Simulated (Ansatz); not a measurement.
# Decaying states in the gap of CdGa2Te2Se2, part 2 of 2

Wanted: the relaxed cell of CdGa2Te2Se2, its band edges and its decay constants. It is built by putting Te for S in the CdGa2Se2S2 structure of space group C2, with the volume rescaled by atomic radii. The parent structure comes from the Materials Project.

Ansatz 0.2.0; r2SCAN DFT, plane waves, PAW files (the session's first sound run).

So far. Step 2 (Cell and atoms at rest): The largest force component on a free atom ends at 0.0033 eV/Å.

The structure was built from a prototype and need not be the compound's stable phase.

### 3. The bulk crystal and its band edges

The energy window and the wavevectors of the next steps follow from the band edges, so these are searched first, off the mesh as well.

input.yaml

```yaml
crystal:
  lattice:
    - [4.3678103535, -5.6247441939, -0.0915339685]
    - [4.3678103535, 5.6247441939, -0.0915339685]
    - [-4.3813227974, 0.0, 4.2907817591]
  atoms:
    - { symbol: Cd, position: [1.0065425347, -0.0065425347, 0.0] }
    - { symbol: Ga, position: [0.242008724, 0.757991276, 0.5] }
    - { symbol: Ga, position: [0.5054276134, 0.4945723866, 0.0] }
    - { symbol: Se, position: [0.3988782789, 0.1259796986, 0.5374652627] }
    - { symbol: Se, position: [0.8740203014, 0.6011217211, 0.4625347373] }
    - { symbol: Te, position: [0.1079011579, 0.3847786103, -0.0339708644] }
    - { symbol: Te, position: [0.6152213897, 0.8920988421, 1.0339708644] }
kpoints:
  mp_grid: { grid: [4, 4, 6] }
  band_path: { path: [VBM, CBM], npoints: 30 }
scf:
  occupations: { method: fixed }
hamiltonian:
  xc: r2scan
output:
  eigenvalues: true
  write_potential: true
  write_density: true
  volumetric_format: npy
```

Run with:

```console
$ ansatz run input.yaml --threads 2 --pin off --max-ram 4096MiB --backend cpu --events-out ev --progress --plain --runs-dir out
```

Numbers of over 12 decimals in the logs are rounded to 6 here.

The program printed:

```text
[...]
Crystal: 7 atoms, lattice volume = 206.319 Å³
Basis set: ecut = 500 eV, 5217 PW (Γ), exchange–correlation on 216×216×180 points (64 copies of the dense FFT grid, shifted against one another)
Bands: 66, of which v1, the nominal top of the filled ones, is band 55 counted from 1 (54 counted from 0)
Symmetry: 2 space group operations
[...]
k-points: 34 of 96 (time reversal used)
[...]
SCF iter   1: F=—  HF=-40798.790413 eV  |F-HF|=—  |Δ(HF+E_count)|=         —  Δρ=6.09e-3  dr2=3.93e-2  dr2_τ=2.26e-2  ethr=1.77e-3  ⟨swp⟩=5.0  Hψ=6857  notcnv=0  defer=290
[...]
SCF iter   8: F=-40798.815410 eV  HF=-40798.815410 eV  |F-HF|=6.16e-9  |Δ(HF+E_count)|=   6.55e-8  Δρ=2.81e-6  dr2=1.61e-8  dr2_τ=4.06e-10  ethr=9.09e-11  ⟨swp⟩=10.6  Hψ=9594  notcnv=0
SCF 1 converged in 8 iterations: F = -40798.815410 eV  dr2 = 1.61e-8
[...]
NSCF: frozen V_eff on 68 k-points
[...]
SCF converged after 8 iterations
Free energy (F): -40798.815410 eV
[...]
Internal energy: -40798.815410 eV  (E = F + TS)
E sigma→0 (E₀):  -40798.815410 eV
Fermi energy:    6.531926 eV
[...]
--- Band table (eV; the first three rows and the last of 34) ---
  k-point 0: bands = [... 51 lower, 4.7967, 6.2426, 6.3272, 6.5319, 8.0727, 9.1892, 9.4539, 11.0926, ... 7 higher]
  k-point 1: bands = [... 51 lower, 4.9366, 5.4190, 5.9620, 6.2651, 8.9187, 9.4442, 10.1786, 10.4677, ... 7 higher]
  k-point 2: bands = [... 51 lower, 5.2802, 5.3810, 5.7998, 6.0683, 9.0306, 9.4260, 9.8106, 11.0825, ... 7 higher]
  k-point 33: bands = [... 51 lower, 5.2766, 5.6765, 5.7976, 6.2646, 8.5784, 8.7609, 9.8965, 11.0381, ... 7 higher]
```

The job ended after 2.6 min (2 threads of Arm Neoverse V2, shared host; peak memory 1.3 GiB; 5.1 min of CPU time).

Reading the cycles: dr2 is the Hartree energy of the density residual (eV), the measure of convergence; HF is the Harris–Foulkes estimate of the energy, which meets the free energy F at convergence.

Numbers from this step:

| Item | Value |
| --- | --- |
| Fermi energy | 6.532 eV |
| gap on the k-mesh | 1.541 eV |
| gap on path | 1.541 eV, by band count; negative where bands overlap |
| direct gap on path | 1.541 eV |
| edge places on path | 0, 0 1/A along the path |

Levels at VBM (eV): -6.83, -5.13, -3.49, -3.49, -3.24, -3.21, -2.56, -2.09, -1.74, -0.29, -0.20, 0.00, 1.54, 2.66, 2.92, 4.56, 4.76, 4.96, 5.23, 5.33, 6.25, 6.95, 7.51.

The searched edges give 1.54 eV, as on the mesh.

### 4. Complex bands

This step: r2SCAN DFT, plane waves, PAW files; complex bands by layer matching along the plane's normal (Ansatz 0.2.0).

The same crystal is laid in a cell whose first two vectors span the (010) plane (indices of the standard conventional cell, whose axes can be ordered otherwise than in the bulk input). At fixed energy and wavevector in the plane the solver finds all kz, real and complex. A few wavevectors are listed, (0, 0) and (0.5, 0) in units of the plane's reciprocal vectors; the slowest state needn't be among them.

input.yaml

```yaml
crystal:
  lattice:
    - [6.132438141, 0.0, 0.0]
    - [-0.236819537, 5.981399471, 0.0]
    - [-3.184628839, 2.990699736, 5.624744194]
  atoms:
    - { symbol: Cd, position: [0.9934574653, 0.0065425347, 0.9869149306] }
    - { symbol: Ga, position: [0.257991276, 0.242008724, 0.515982552] }
    - { symbol: Ga, position: [0.4945723866, 0.5054276134, 0.9891447732] }
    - { symbol: Se, position: [0.1385869838, 0.3988782789, 0.7271014197] }
    - { symbol: Se, position: [0.5885144359, 0.8740203014, 0.7271014197] }
    - { symbol: Te, position: [0.8581279777, 0.1079011579, 0.2768774524] }
    - { symbol: Te, position: [0.4187494747, 0.6152213897, 0.2768774524] }
kpoints:
  mp_grid: { grid: [4, 4, 4] }
scf:
  occupations: { method: fixed }
hamiltonian:
  xc: r2scan
output:
  eigenvalues: true
  transmission:
    leads: [[0, 0]]
    kpoints: [[0.0, 0.0], [0.5, 0.0]]
    e_range: [-1.0, 2.54]
    de: 0.07
```

The program printed:

```text
[...]
Crystal: 7 atoms, lattice volume = 206.319 Å³
Basis set: ecut = 500 eV, 5217 PW (Γ), exchange–correlation on 180×180×216 points (64 copies of the dense FFT grid, shifted against one another)
Bands: 66, of which v1, the nominal top of the filled ones, is band 55 counted from 1 (54 counted from 0)
Symmetry: 2 space group operations
[...]
k-points: 24 of 64 (time reversal used)
[...]
SCF iter   1: F=—  HF=-40798.789285 eV  |F-HF|=—  |Δ(HF+E_count)|=         —  Δρ=6.10e-3  dr2=3.95e-2  dr2_τ=2.26e-2  ethr=1.77e-3  ⟨swp⟩=5.0  Hψ=4844  notcnv=0  defer=205
[...]
SCF iter   8: F=-40798.814293 eV  HF=-40798.814293 eV  |F-HF|=6.18e-9  |Δ(HF+E_count)|=   6.57e-8  Δρ=2.82e-6  dr2=1.63e-8  dr2_τ=4.14e-10  ethr=9.09e-11  ⟨swp⟩=10.6  Hψ=6569  notcnv=0
SCF 1 converged in 8 iterations: F = -40798.814293 eV  dr2 = 1.63e-8
[...]
transmission: 8 of 16 steps passed
transmission: 16 of 16 steps passed
SCF converged after 8 iterations
Free energy (F): -40798.814293 eV
[...]
Internal energy: -40798.814293 eV  (E = F + TS)
E sigma→0 (E₀):  -40798.814293 eV
Fermi energy:    6.532088 eV
[...]
--- Band table (eV; the first three rows and the last of 24) ---
  k-point 0: bands = [... 51 lower, 4.7968, 6.2428, 6.3274, 6.5321, 8.0728, 9.1894, 9.4540, 11.0928, ... 7 higher]
  k-point 1: bands = [... 51 lower, 4.8824, 5.3846, 5.9518, 6.1864, 8.8631, 9.0959, 9.7529, 10.1015, ... 7 higher]
  k-point 2: bands = [... 51 lower, 4.8580, 5.1719, 5.3943, 5.9919, 8.7064, 8.8634, 9.3643, 9.6826, ... 7 higher]
  k-point 23: bands = [... 51 lower, 5.2768, 5.6767, 5.7977, 6.2648, 8.5785, 8.7610, 9.8965, 11.0383, ... 7 higher]
--- Transmission ---
  basis      : 381 plane waves across, 8 finite elements along
  points     : 2, as listed
  energies   : 51 from -1.000000 to 2.500000 eV about the Fermi level, 0.070000 eV apart; the leads are filled to 0.770378 eV, and channels, transmission and decay are at 0.750000 eV
  crystal 0  : Te2Ga2Se2Cd1, at the sites [0, 0], period 5.6247 Å: whole cells are its period
    offset         : up to 0.0000 Å between an atom of the period and one for which it stands
    channels       : 0.000000e0 a spin
    conductance    : none, the energies end too early or step too widely for 300 K: set another output.transmission.e_range or a lower de, or, where they end at an eighth of basis.ecutwfc, a higher one
    slowest decay  : 0.1520 /Å at (0.0000, 0.0000)
```

It took 2 min on 2 threads; peak memory 2 GiB; 4 min of CPU time.

Numbers from this step:

| Property | Result |
| --- | --- |
| free energy | -40798.8143 eV |
| level to which the leads are filled | 0.7704 eV from the Fermi level |
| decay constant at the filling level, zone centre | 0.1520 Å⁻¹ |
| decay constant at the filling level, slowest listed point | 0.152 Å⁻¹ |

K parallel (0, 0); values up to 1.5 1/Å, a degenerate pair printed once or twice; energies at which all values exceed this have no row. The Im kz of the slowest decaying states by energy, zero at the highest filled level on the SCF mesh:

```
energy (eV)  decay 1 (Å⁻¹)  decay 2 (Å⁻¹)  decay 3 (Å⁻¹)  decay 4 (Å⁻¹)
      -1.00          0.221          0.289          0.298          0.358
      -0.86          0.211          0.293          0.317          0.363
      -0.72          0.190          0.298          0.329          0.367
      -0.58          0.137          0.302          0.339          0.370
      -0.44          0.220          0.305          0.346          0.372
      -0.30          0.259          0.307          0.351          0.374
      -0.16         0.0793         0.0860          0.281          0.307
      -0.02          0.109          0.169          0.295          0.307
       0.12          0.128          0.139          0.218          0.305
       0.26          0.140          0.197          0.253          0.303
       0.40          0.148          0.237          0.281          0.299
       0.54          0.152          0.267          0.294          0.304
       0.68          0.153          0.288          0.292          0.319
       0.82          0.150          0.281          0.312          0.318
       0.96          0.143          0.273          0.316          0.324
       1.10          0.132          0.263          0.313          0.314
       1.24          0.116          0.252          0.302          0.309
       1.38         0.0889          0.238          0.288          0.307
       1.52         0.0335          0.223          0.271          0.297
       1.66          0.205          0.251          0.286          0.365
       1.80          0.182          0.227          0.274          0.344
       1.94          0.152          0.196          0.261          0.322
       2.08          0.104          0.156          0.242          0.249
       2.22          0.103          0.219          0.237          0.275
       2.36          0.194          0.221          0.249          0.392
       2.50         0.0427          0.164          0.204          0.221
```

K parallel (0, 0). The Re kz of states that move upwards by energy, zero at the highest filled level on the SCF mesh:

```csv
energy (eV),channel 1 (Å⁻¹),channel 2 (Å⁻¹),channel 3 (Å⁻¹)
-1.00,-0.464,-0.242,-
-0.93,-0.432,-0.224,-
-0.79,-0.371,-0.190,-
-0.72,-0.341,-0.172,-
-0.65,-0.310,-0.154,-
-0.51,-0.414,-0.247,-0.116
-0.44,-0.341,-0.212,-0.0935
-0.37,-0.294,-0.174,-0.0669
-0.23,-0.214,-0.0656,-
-0.16,-0.174,-,-
-0.02,-0.0586,-,-
0.05,-,-,-
0.12,-,-,-
0.26,-,-,-
0.33,-,-,-
0.40,-,-,-
0.54,-,-,-
0.61,-,-,-
0.68,-,-,-
0.82,-,-,-
0.89,-,-,-
0.96,-,-,-
1.10,-,-,-
1.17,-,-,-
1.24,-,-,-
1.38,-,-,-
1.45,-,-,-
1.52,-,-,-
1.66,0.0844,-,-
1.73,0.109,-,-
1.87,0.150,-,-
1.94,0.170,-,-
2.01,0.188,-,-
2.15,0.226,-,-
2.22,-0.478,0.245,-
2.29,-0.422,0.265,-
2.43,-0.460,-,-
2.50,-0.427,-,-
```

K parallel (0.5, 0); values up to 1.5 1/Å, a degenerate pair printed once or twice; energies at which all values exceed this have no row. The Im kz of the slowest decaying states by energy, zero at the highest filled level on the SCF mesh:

| energy (eV) | decay 1 (Å⁻¹) | decay 2 (Å⁻¹) | decay 3 (Å⁻¹) | decay 4 (Å⁻¹) |
| --- | --- | --- | --- | --- |
| -1.00 | 0.179 | 0.184 | 0.643 | 1.21 |
| -0.86 | 0.0675 | 0.216 | 0.224 | 0.614 |
| -0.65 | 0.195 | 0.201 | 0.232 | 0.574 |
| -0.44 | 0.192 | 0.282 | 0.536 | 1.14 |
| -0.30 | 0.239 | 0.330 | 0.511 | 1.12 |
| -0.16 | 0.264 | 0.351 | 0.385 | 0.479 |
| -0.02 | 0.283 | 0.345 | 0.451 | 1.09 |
| 0.05 | 0.290 | 0.348 | 0.456 | 1.08 |
| 0.26 | 0.305 | 0.362 | 0.463 | 1.05 |
| 0.40 | 0.312 | 0.373 | 0.464 | 1.04 |
| 0.54 | 0.315 | 0.386 | 0.463 | 1.02 |
| 0.75 | 0.317 | 0.406 | 0.457 | 0.991 |
| 0.96 | 0.316 | 0.428 | 0.446 | 0.963 |
| 1.10 | 0.313 | 0.438 | 0.439 | 0.943 |
| 1.24 | 0.309 | 0.432 | 0.445 | 0.924 |
| 1.45 | 0.301 | 0.424 | 0.446 | 0.894 |
| 1.66 | 0.289 | 0.417 | 0.439 | 0.863 |
| 1.80 | 0.279 | 0.412 | 0.431 | 0.842 |
| 1.94 | 0.267 | 0.407 | 0.420 | 0.820 |
| 2.15 | 0.243 | 0.398 | 0.399 | 0.787 |
| 2.36 | 0.210 | 0.369 | 0.391 | 0.753 |
| 2.50 | 0.177 | 0.346 | 0.384 | 0.729 |

At the listed wavevectors the last open channel is at -0.02 eV and the next at +1.59 eV on the grid. At +0.75 eV, the grid energy nearest the filling level (the middle of the gap on the SCF mesh), the slowest state at the listed wavevectors decays with κ = 0.152 Å⁻¹, its amplitude falling by e over 6.6 Å. Through 1 nm of this crystal that state's transmission falls by exp(−2 × 0.152 Å⁻¹ × 10 Å) = 0.048.

### 5. Decay over the two-dimensional zone

The listed points could miss the slowest state, so one energy near mid-gap is solved on a mesh of 6×6.

Edit input.yaml of step 4 so:

```diff
@@ -21,6 +21,2 @@
   eigenvalues: true
-  transmission:
-    leads: [[0, 0]]
-    kpoints: [[0.0, 0.0], [0.5, 0.0]]
-    e_range: [-1.0, 2.54]
-    de: 0.07
+  transmission: { leads: [[0, 0]], kmesh: [6, 6], e_range: [0.77, 0.78], de: 0.05 }
```

The program printed:

```text
[...]
Crystal: 7 atoms, lattice volume = 206.319 Å³
Basis set: ecut = 500 eV, 5217 PW (Γ), exchange–correlation on 180×180×216 points (64 copies of the dense FFT grid, shifted against one another)
Bands: 66, of which v1, the nominal top of the filled ones, is band 55 counted from 1 (54 counted from 0)
Symmetry: 2 space group operations
[...]
k-points: 24 of 64 (time reversal used)
[...]
SCF iter   1: F=—  HF=-40798.789285 eV  |F-HF|=—  |Δ(HF+E_count)|=         —  Δρ=6.10e-3  dr2=3.95e-2  dr2_τ=2.26e-2  ethr=1.77e-3  ⟨swp⟩=5.0  Hψ=4844  notcnv=0  defer=205
[...]
SCF iter   8: F=-40798.814293 eV  HF=-40798.814293 eV  |F-HF|=6.18e-9  |Δ(HF+E_count)|=   6.57e-8  Δρ=2.82e-6  dr2=1.63e-8  dr2_τ=4.14e-10  ethr=9.09e-11  ⟨swp⟩=10.6  Hψ=6569  notcnv=0
SCF 1 converged in 8 iterations: F = -40798.814293 eV  dr2 = 1.63e-8
[...]
transmission: 32 of 160 steps passed
transmission: 64 of 160 steps passed
[...]
transmission: 160 of 160 steps passed
SCF converged after 8 iterations
Free energy (F): -40798.814293 eV
[...]
Internal energy: -40798.814293 eV  (E = F + TS)
E sigma→0 (E₀):  -40798.814293 eV
Fermi energy:    6.532088 eV
[...]
--- Band table (eV; the first three rows and the last of 24) ---
  k-point 0: bands = [... 51 lower, 4.7968, 6.2428, 6.3274, 6.5321, 8.0728, 9.1894, 9.4540, 11.0928, ... 7 higher]
  k-point 1: bands = [... 51 lower, 4.8824, 5.3846, 5.9518, 6.1864, 8.8631, 9.0959, 9.7529, 10.1015, ... 7 higher]
  k-point 2: bands = [... 51 lower, 4.8580, 5.1719, 5.3943, 5.9919, 8.7064, 8.8634, 9.3643, 9.6826, ... 7 higher]
  k-point 23: bands = [... 51 lower, 5.2768, 5.6767, 5.7977, 6.2648, 8.5785, 8.7610, 9.8965, 11.0383, ... 7 higher]
--- Transmission ---
  basis      : 381 plane waves across, 8 finite elements along
  points     : 20, standing for a mesh of 6 x 6
  energies   : 1 from 0.770000 to 0.770000 eV about the Fermi level; the leads are filled to 0.770378 eV, and channels, transmission and decay are at 0.770000 eV
[...]
channels       : 0.000000e0 a spin
    conductance    : none, crystal 0 has no channel at the energies, or these end too early or step too widely for 300 K: set another output.transmission.e_range or a lower de, or, where they end at an eighth of basis.ecutwfc, a higher one
    slowest decay  : 0.1515 /Å at (0.0000, 0.0000)
```

Wall time 2.4 min (2 threads); peak memory 2.2 GiB.

Numbers from this step:

* least decay constant on the mesh: 0.1515 Å⁻¹

Slowest decay constant (1/Å; 0 where a channel is open) over k1 and k2. At 0.7700 eV from the Fermi level.

Ten even steps from '_' (0.151) to '@' (0.350):
```
##==**%%##++
@@**==++++##
%%##++__++##
@@##++++==**
##++##%%**==
..**@@@@@@**
```
Columns: k1 (b1) from -0.5 to 0.333; rows upwards: k2 (b2) from -0.5 to 0.333.

The least value on the mesh is 0.151 Å⁻¹ at +0.77 eV. At that energy the listed points give about 0.151 Å⁻¹ by interpolation, so the mesh holds no clearly slower state.

### 6. Results

```
band gap                                         : 1.54 eV
least decay constant at mid-gap, normal to (010) : 0.152 Å⁻¹
least decay constant on a mesh, normal to (010)  : 0.151 Å⁻¹
```

In words: With r2SCAN, the slowest decay at the wavevectors tried is κ = 0.152 Å⁻¹, normal to (010). Through such a film the transmission near mid-gap falls as exp(−2κd), a factor of ten every 7.6 Å. A free electron under a barrier of half the gap would need a mass of 0.11 mₑ to decay at this rate. The compound is made up by substitution; its stability against other phases and against distortions of the cell's symmetry was not tested. r2SCAN still narrows gaps, if less than LDA and GGA do, while spin-orbit coupling, left out here, narrows them in compounds of heavy elements, so the error in κ can go either way.

[Logs are printed without paths, hosts, clocks, repeated set-up lines and the standing remarks that a program may print on its own settings, such as how far it seeks lower states.]

[Hosts, paths, dates, database ids (printed as entryN), source tags and the programs' standing remarks are cut or masked in the printed files.]
